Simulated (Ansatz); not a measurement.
# Al wire along [100], 24 atoms a period: bands along the axis, part 2 of 2

Aim: is the Al wire along [100], 24 atoms a period a metal or a semiconductor?

Ansatz 0.2.0; DFT PBE, plane waves, PAW; relaxation of a wire's period; PAW set soft_1 (the session's first sound run).

So far: The structure; The relaxed wire.

## (2) The relaxed wire (continued)

Step by step:

| step | energy less that of the first step (eV) | largest force component (eV/Å) | pressure (GPa) | volume (Å³) |
| --- | --- | --- | --- | --- |
| 1 | 0.0000 | 0.2518 | -1.12 | 1153.86 |
| 2 | -0.2698 | 0.1037 | 0.32 | 1119.52 |
| 3 | -0.2948 | 0.0262 | -0.04 | 1127.63 |
| 4* | -0.2932 | 0.0262 | -0.04 | 1127.63 |

Relaxation steps marked * repeat the geometry before them on a plane-wave basis chosen anew for their cell, so energy and pressure can jump there.

The run keeps the 16 symmetry operations that it works with, so distortions that break them were not tested.

```
cell as run  before  after  change
      c (Å)   4.040  3.948  -2.3 %
```

The atoms that moved most (Å, along periodic axes as changes of fractional coordinates times the final cell, across vacuum about the mean position):

```
atom      dx      dy     dz  length
Al24  -0.063   0.056  0.000   0.084
Al18   0.056  -0.063  0.000   0.084
Al12  -0.063  -0.056  0.000   0.084
 Al9  -0.056  -0.063  0.000   0.084
 Al1   0.063   0.056  0.000   0.084
 Al4   0.056   0.063  0.000   0.084
Al13   0.063  -0.056  0.000   0.084
Al19  -0.056   0.063  0.000   0.084
```

Final coordinates:

```cif
data_structure
_symmetry_space_group_name_H-M 'P 1'
_symmetry_Int_Tables_number 1
_cell_length_a 16.9000
_cell_length_b 16.9000
_cell_length_c 3.9481
_cell_angle_alpha 90.000
_cell_angle_beta 90.000
_cell_angle_gamma 90.000
_cell_volume 1127.63
loop_
_atom_site_label
_atom_site_type_symbol
_atom_site_fract_x
_atom_site_fract_y
_atom_site_fract_z
_atom_site_occupancy
Al1 Al 0.20491 0.44352 0.00000 1
Al2 Al 0.32279 0.32279 0.00000 1
Al3 Al 0.32253 0.56122 0.00000 1
Al4 Al 0.44352 0.20491 0.00000 1
Al5 Al 0.44072 0.44072 0.00000 1
Al6 Al 0.43878 0.67747 0.00000 1
Al7 Al 0.56122 0.32253 0.00000 1
Al8 Al 0.55928 0.55928 0.00000 1
Al9 Al 0.55648 0.79509 0.00000 1
Al10 Al 0.67747 0.43878 0.00000 1
Al11 Al 0.67721 0.67721 0.00000 1
Al12 Al 0.79509 0.55648 0.00000 1
Al13 Al 0.20491 0.55648 0.50000 1
Al14 Al 0.32253 0.43878 0.50000 1
Al15 Al 0.32279 0.67721 0.50000 1
Al16 Al 0.43878 0.32253 0.50000 1
Al17 Al 0.44072 0.55928 0.50000 1
Al18 Al 0.44352 0.79509 0.50000 1
Al19 Al 0.55648 0.20491 0.50000 1
Al20 Al 0.55928 0.44072 0.50000 1
Al21 Al 0.56122 0.67747 0.50000 1
Al22 Al 0.67721 0.32279 0.50000 1
Al23 Al 0.67747 0.56122 0.50000 1
Al24 Al 0.79509 0.44352 0.50000 1
```

Numbers from this step:

* energy at zero smearing: -12890.4970 eV
* cell length along the wire: 3.948 Å

The cell's length comes to 3.948 Å with spin left out.

## (3) The perfect wire

This step: DFT PBE, plane waves, PAW; bands of a perfect wire; PAW set soft_1 (Ansatz 0.2.0).

At the relaxed period the bands are computed along the axis; those that cross an energy going forward count the channels that a perfect wire would open there.

input.yaml reads:

```yaml
crystal:
  lattice:
    - [16.9, 0.0, 0.0]
    - [0.0, 16.9, 0.0]
    - [0.0, 0.0, 3.9481313377]
  atoms:
    - { symbol: Al, position: [0.20491459, 0.443523121, 0.0] }
    - { symbol: Al, position: [0.322790207, 0.322790207, 0.0] }
    - { symbol: Al, position: [0.322526572, 0.561217974, 0.0] }
    - { symbol: Al, position: [0.443523121, 0.20491459, 0.0] }
    - { symbol: Al, position: [0.440718847, 0.440718847, 0.0] }
    - { symbol: Al, position: [0.438782026, 0.677473428, 0.0] }
    - { symbol: Al, position: [0.561217974, 0.322526572, 0.0] }
    - { symbol: Al, position: [0.559281153, 0.559281153, 0.0] }
    - { symbol: Al, position: [0.556476879, 0.79508541, 0.0] }
    - { symbol: Al, position: [0.677473428, 0.438782026, 0.0] }
    - { symbol: Al, position: [0.677209793, 0.677209793, 0.0] }
    - { symbol: Al, position: [0.79508541, 0.556476879, 0.0] }
    - { symbol: Al, position: [0.20491459, 0.556476879, 0.5] }
    - { symbol: Al, position: [0.322526572, 0.438782026, 0.5] }
    - { symbol: Al, position: [0.322790207, 0.677209793, 0.5] }
    - { symbol: Al, position: [0.438782026, 0.322526572, 0.5] }
    - { symbol: Al, position: [0.440718847, 0.559281153, 0.5] }
    - { symbol: Al, position: [0.443523121, 0.79508541, 0.5] }
    - { symbol: Al, position: [0.556476879, 0.20491459, 0.5] }
    - { symbol: Al, position: [0.559281153, 0.440718847, 0.5] }
    - { symbol: Al, position: [0.561217974, 0.677473428, 0.5] }
    - { symbol: Al, position: [0.677209793, 0.322790207, 0.5] }
    - { symbol: Al, position: [0.677473428, 0.561217974, 0.5] }
    - { symbol: Al, position: [0.79508541, 0.443523121, 0.5] }
kpoints:
  mp_grid: { grid: [1, 1, 21] }
  band_path: { path: ["Γ", Z], npoints: 90 }
scf:
  occupations: { method: fermi_dirac, width: 0.05 }
hamiltonian:
  xc: pbe
  pseudopotentials: { kind: paw, azcp: { folder: soft_1 } }
output:
  dos: { e_range: [-5, 4] }
  write_potential: true
  write_density: true
  volumetric_format: npy
```

Command:

```
ansatz run input.yaml --threads 4 --pin off --max-ram 16384MiB --backend cpu --events-out ev --progress --plain --runs-dir out
```

Numbers of over 12 decimals in the logs are rounded to 6 here.

What it wrote:

```text
[...]
Crystal: 24 atoms, lattice volume = 1127.626 Å³
Basis set: ecut = 420 eV, 22089 PW (Γ)
Bands: 60, of which v1, the nominal top of the filled ones, is band 36 counted from 1 (35 counted from 0)
Symmetry: 16 space group operations
[...]
k-points: 11 of 21
[...]
SCF iter   1: F=—  HF=-12897.043796 eV  |F-HF|=—  |Δ(HF+E_count)|=         —  Δρ=2.05e-2  dr2=5.55e1  ethr=3.10e-3  ⟨swp⟩=8.4  Hψ=3815  notcnv=0  defer=38
[...]
SCF iter   8: F=-12890.536389 eV  HF=-12890.536389 eV  |F-HF|=9.68e-9  |Δ(HF+E_count)|=   2.14e-7  Δρ=1.78e-6  dr2=9.77e-8  ethr=1.39e-10  ⟨swp⟩=33.9  Hψ=4323  notcnv=0
the search or the solves at the SCF's close seem to have found levels that the self-consistency loop had missed (the run counts 1). By its estimate they hold under 1e-12 electrons; where the run keeps them, the occupations were computed again with them
SCF 1 converged in 8 iterations: F = -12890.536389 eV  dr2 = 9.77e-8
[...]
NSCF: frozen V_eff on 91 k-points
WARN: The output density's exchange-correlation potential varies sharply where the density is thin. Do not read a vacuum level from v_tot or v_xc, or from such a field of the output density. On a cell that repeats whose density bears no net charge and no dipole along the vacuum's axis use v_es (v_loc + v_h of the components); under efield.dipole_correction with no amplitude use v_es + v_field, which holds any externa [...]
SCF converged after 8 iterations
Free energy (F): -12890.536389 eV
[...]
Internal energy: -12890.449492 eV  (E = F + TS)
E sigma→0 (E₀):  -12890.492941 eV
Entropy (-TS):   -0.086897 eV (-3.621 meV/atom)
Fermi energy:    0.154394 eV
[...]
--- Band table (eV; the first three rows and the last of 11) ---
  k-point 0: bands = [... 32 lower, 0.2804, 0.3915, 0.4619, 0.4619, 0.7209, 0.7209, 0.9092, 1.1076, ... 20 higher]
  k-point 1: bands = [... 32 lower, -0.0299, 0.4997, 0.7207, 0.7207, 0.7600, 0.7600, 0.8538, 0.8538, ... 20 higher]
  k-point 2: bands = [... 32 lower, 0.1592, 0.1592, 0.5822, 0.6364, 0.7698, 0.7698, 1.1384, 1.3630, ... 20 higher]
  k-point 10: bands = [... 32 lower, -0.7205, -0.7039, -0.6751, -0.6751, 0.0308, 0.0308, 0.3567, 0.3567, ... 20 higher]
```

Wall time 58 s (4 threads of Intel Xeon Platinum 8488C (Sapphire Rapids), shared host); peak memory 3.7 GiB; 3.8 min of CPU time.

This step gave:

* energy at zero smearing: -12890.4929 eV
* band gap: 0 eV

The electronic bands at the labelled points (eV, zero at the Fermi level):

```
  point  band 34  band 35  band 36  band 37  band 38  band 39  band 40  band 41
      Γ     0.24     0.31     0.31     0.57     0.57     0.75     0.95     0.95
halfway    -0.53    -0.46    -0.46    -0.35     0.57     0.64     0.67     0.81
      Z    -0.92    -0.90    -0.90    -0.14    -0.14     0.20     0.20     0.40
```

Between Γ and Z the bands cross the Fermi level 13 times, so a perfect wire would conduct at least 13 G₀, with spin left out.

## (4) Summary of results

| Item | Value |
| --- | --- |
| cell length, PBE | 3.948 Å |
| ballistic conductance by band crossings, a lower bound, PBE | 13 G₀ |

What this shows: Under PBE the cell's length is 3.95 Å, and the bands cross the Fermi level 13 times between Γ and Z, which gives a perfect wire at least 13 G₀ (opposite crossings within one step of the path cancel in such a count).

[Logs are printed without paths, hosts, clocks, repeated set-up lines and the standing remarks that a program may print on its own settings, such as how far it seeks lower states.]

[Hosts, paths, dates, database ids (printed as entryN), source tags and the programs' standing remarks are cut or masked in the printed files.]
